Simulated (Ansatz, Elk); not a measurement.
**Bonding as seen by X-rays: VCuS3**

The structure of VCuS3 used here is made up (a known structure type with other elements) and was relaxed beforehand with PBEsol. The aim is the Fourier transform of its all-electron density, F(hkl), set beside the sum over free spherical atoms that refinements use.

Method: DFT, PBE, all-electron APW+lo, Dirac cores, scalar-relativistic bands, static density, no spin, in Elk 11.2.3 (patched build).

This account leaves out most program logs.

The structure was built from a prototype and need not be the compound's stable phase.

**1. Starting point**

It takes space group Pm-3m (No. 221, cubic). Conventional cell: a = 4.487 Å, b = 4.487 Å, c = 4.487 Å, α = 90.00°, β = 90.00°, γ = 90.00°. Nearest to Cu lie 12 S at 3.17 Å. Nearest to V lie 6 S at 2.24 Å. S has 2 V at 2.24 Å nearest. Farther neighbours and most contacts between anions are not listed.

**2. Ground state and structure factors**

An all-electron density is needed, since X-rays see the cores too. Task 0 finds the density and task 195 Fourier-transforms it; tshift is off so that phases refer to the origin typed.

elk.in reads:

```
tasks
  0
  195

xctype
  20

spinpol
  .false.

rgkmax
  7.0

gmaxvr
  14.0

lmaxo
  7

lmaxapw
  8

swidth
  0.002

tshift
  .false.

ramdisk
  .false.

hmaxvr
  5.5

maxscl
  120

epspot
  1e-06

sppath
  './'

avec
  8.47907068603 -0.00000000000 -0.00000000000
  -0.00000000000 8.47907068603 0.00000000000
  -0.00000000000 0.00000000000 8.47907068603

atoms
  3
  'Cu.in'
  1
  0.0000000000 0.0000000000 -0.0000000000   0.000000 0.000000 0.000000
  'V.in'
  1
  0.5000000000 0.5000000000 0.5000000000   0.000000 0.000000 0.000000
  'S.in'
  3
  -0.0000000000 0.5000000000 0.5000000000   0.000000 0.000000 0.000000
  0.5000000000 -0.0000000000 0.5000000000   0.000000 0.000000 0.000000
  0.5000000000 0.5000000000 0.0000000000   0.000000 0.000000 0.000000

ngridk
  5 5 5
```

Started as:

```sh
$ OMP_NUM_THREADS=4 elk
```

Elapsed: 21 s, on 4 threads of Intel Xeon at 2.60GHz (Ice Lake), shared host; peak memory 0.2 GiB.

SFACRHO.OUT:

```text

h k l indices transformed by vhmat matrix:
   1.000000000       0.000000000       0.000000000    
   0.000000000       1.000000000       0.000000000    
   0.000000000       0.000000000       1.000000000    

      h      k      l  multipl.   |H|            Re(F)            Im(F)           |F|

      0      0      0      1   0.0000000       99.999999      0.67762109E-16   99.999999    
      0      1      0      6  0.74102287      -7.6059307      0.45101827E-14   7.6059307    
      0     -1      1     12   1.0479646       30.840740     -0.37916201E-14   30.840740    
      1     -1     -1      8   1.2834893       40.609298     -0.35576447E-16   40.609298    
     -2      0      0      6   1.4820457       70.310503      0.88196808E-14   70.310503    
     -1      0     -2     24   1.6569775      -3.7004455     -0.80196176E-14   3.7004455    
     -2      1      1     24   1.8151279       25.725501     -0.42482185E-14   25.725501    
     -2      2      0     12   2.0959292       59.116036      0.62881181E-14   59.116036    
     -2     -1      2     24   2.2230686      -2.8841436      0.33080327E-14   2.8841436    
      3      0      0      6   2.2230686      -3.2757434      0.11411035E-13   3.2757434    
     -3      0     -1     24   2.3433201       22.401751      0.60902398E-14   22.401751    
     -3     -1      1     24   2.4576948       29.610052      0.39566827E-15   29.610052    
      2      2      2      8   2.5669785       52.624268     -0.20624083E-13   52.624268    
      0     -2     -3     24   2.6717960      -2.9408314     -0.13221637E-13   2.9408314    
     -2      3      1     48   2.7726537       19.465002     -0.99942213E-14   19.465002    
      0      0      4      6   2.9640915       48.119182     -0.12517884E-13   48.119182    
      0      4     -1     24   3.0553156      -2.9309274      0.21403247E-14   2.9309274    
      3      2      2     24   3.0553156      -2.9193612      0.14302763E-13   2.9193612
```

Elk indexes on the primitive cell of elk.in and gives |H| = 4π sin θ/λ in inverse bohr. Below, one row stands for each form hkl of the conventional cell (m members, Friedel mates merged), F is for one primitive cell and the density is static (no thermal factor). Free-atom factors are Waasmaier and Kirfel's, and R is Σm||F|−|F'||/Σm|F|.

| hkl | m | sin θ/λ (Å⁻¹) | abs F, DFT | neutral atoms | diff. |
| --- | --- | --- | --- | --- | --- |
| 100 | 6 | 0.111 | 7.606 | 7.154 | +0.452 |
| 110 | 12 | 0.158 | 30.841 | 31.143 | -0.303 |
| 111 | 8 | 0.193 | 40.609 | 40.463 | +0.147 |
| 200 | 6 | 0.223 | 70.311 | 70.576 | -0.265 |
| 210 | 24 | 0.249 | 3.700 | 3.706 | -0.005 |
| 211 | 24 | 0.273 | 25.726 | 26.156 | -0.430 |
| 220 | 12 | 0.315 | 59.116 | 59.392 | -0.276 |
| 221 | 24 | 0.334 | 2.884 | 3.003 | -0.119 |
| 300 | 6 | 0.334 | 3.276 | 3.003 | +0.273 |
| 310 | 24 | 0.352 | 22.402 | 22.349 | +0.053 |
| 311 | 24 | 0.370 | 29.610 | 29.720 | -0.110 |
| 222 | 8 | 0.386 | 52.624 | 52.762 | -0.138 |
| 320 | 24 | 0.402 | 2.941 | 2.884 | +0.057 |
| 321 | 48 | 0.417 | 19.465 | 19.458 | +0.007 |
| 400 | 6 | 0.446 | 48.119 | 48.111 | +0.008 |
| 410 | 24 | 0.460 | 2.931 | 2.913 | +0.017 |
| 322 | 24 | 0.460 | 2.919 | 2.913 | +0.006 |
| 330 | 12 | 0.473 | 17.357 | 17.281 | +0.076 |

**3. The highest occupied states alone**

An energy window below the Fermi level keeps the highest occupied states, to see at which angles they scatter; shallow core shells can lie inside it and anion s states outside. No new self-consistency is needed.

Changes to elk.in since step 2:

```diff
@@ -1,3 +1,2 @@
 tasks
-  0
   195
@@ -40,2 +39,5 @@
 
+wsfac
+  -0.343760 0.507480
+
 sppath
```

Started as:

```sh
$ OMP_NUM_THREADS=4 elk
```

Run time: 7.5 s. Hardware: 4 threads; peak memory 0.16 GiB.

States within 15 eV below the Fermi level hold 34.00 electrons; any levels below the window count with the cores. Their amplitudes can exceed the total, where window and core parts have opposite phase:

| hkl | sin θ/λ (Å⁻¹) | abs F, window | abs F, all |
| --- | --- | --- | --- |
| 100 | 0.111 | 1.807 | 7.606 |
| 110 | 0.158 | 7.159 | 30.841 |
| 111 | 0.193 | 11.194 | 40.609 |
| 200 | 0.223 | 11.358 | 70.311 |
| 210 | 0.249 | 3.971 | 3.700 |
| 211 | 0.273 | 5.546 | 25.726 |
| 220 | 0.315 | 5.635 | 59.116 |
| 221 | 0.334 | 3.659 | 2.884 |
| 300 | 0.334 | 3.285 | 3.276 |
| 310 | 0.352 | 4.682 | 22.402 |

**4. Another functional**

The difference from free atoms is small, so it is set against the change that LDA (Perdew-Wang) makes.

Changes to elk.in since step 3:

```diff
@@ -1,2 +1,3 @@
 tasks
+  0
   195
@@ -4,3 +5,3 @@
 xctype
-  20
+  3
 
@@ -39,5 +40,2 @@
 
-wsfac
-  -0.343760 0.507480
-
 sppath
```

Started as:

```sh
$ OMP_NUM_THREADS=4 elk
```

Run time: 12 s. Hardware: 4 threads; peak memory 0.16 GiB.

Against the first run R = 0.14 %; the largest change is -0.056 at 111.

**5. A coarser k-mesh**

About half the k-points along each axis test the sampling.

Changes to elk.in since step 4:

```diff
@@ -5,3 +5,3 @@
 xctype
-  3
+  20
 
@@ -63,2 +63,2 @@
 ngridk
-  5 5 5
+  2 2 2
```

Started as:

```sh
$ OMP_NUM_THREADS=4 elk
```

Elapsed: 16 s, on 4 threads; peak memory 0.19 GiB; 28 s of CPU time.

Against the first run R = 0.19 %; the largest change is +0.098 at 300.

**6. Settings against the effect**

```
              run  R against the first run (%)  R against neutral atoms, low angle (%)  wall time
    PBE, rgkmax 7                         0.00                                    1.05       21 s
LDA (Perdew-Wang)                         0.14                                    1.05       12 s
     k-mesh 2×2×2                         0.19                                    1.19       16 s
```

**7. What came out**

```yaml
r_against_neutral_atoms_sin_theta_lambda_0p3_a_minus1: 1.05 %
r_against_neutral_atoms_0p3_to_0p82_a_minus1: 0.35 %
```

Independent neutral atoms miss the calculated amplitudes by R = 1.05 % below 0.3 Å⁻¹ and 0.35 % from there to 0.82 Å⁻¹; by shells, 5.94 % below 0.15 Å⁻¹ (1 form), 0.92 % 0.15 to 0.3 (5 forms), 0.39 % 0.3 to 0.45 (9 forms), 0.34 % above 0.45 (53 forms). Bonding, aspherical density and the tables' own atoms all enter these figures, and the runs don't part them. The largest change of an amplitude is +0.45 electrons, at 100. The window's part falls from 34.0 electrons at the origin to at most 2.76 between 0.45 and 0.82 Å⁻¹, where compact states inside the window still scatter. Below 0.3 Å⁻¹ the changes that finished (LDA (Perdew-Wang) and k-mesh 2×2×2) move F by R = 0.24 % at most, against the 1.05 % that separates it from free atoms. The basis has no finished test. These runs have no spin, though d or f shells may be open. Part of the difference isn't bonding: the tables are fits to free atoms and ions calculated by other methods than this functional. Thermal motion, anomalous dispersion and extinction are left out.

[Logs are printed without paths, hosts, clocks, repeated set-up lines and the standing remarks that a program may print on its own settings, such as how far it seeks lower states.]

[Hosts, paths, dates, database ids (printed as entryN), source tags and the programs' standing remarks are cut or masked in the printed files.]
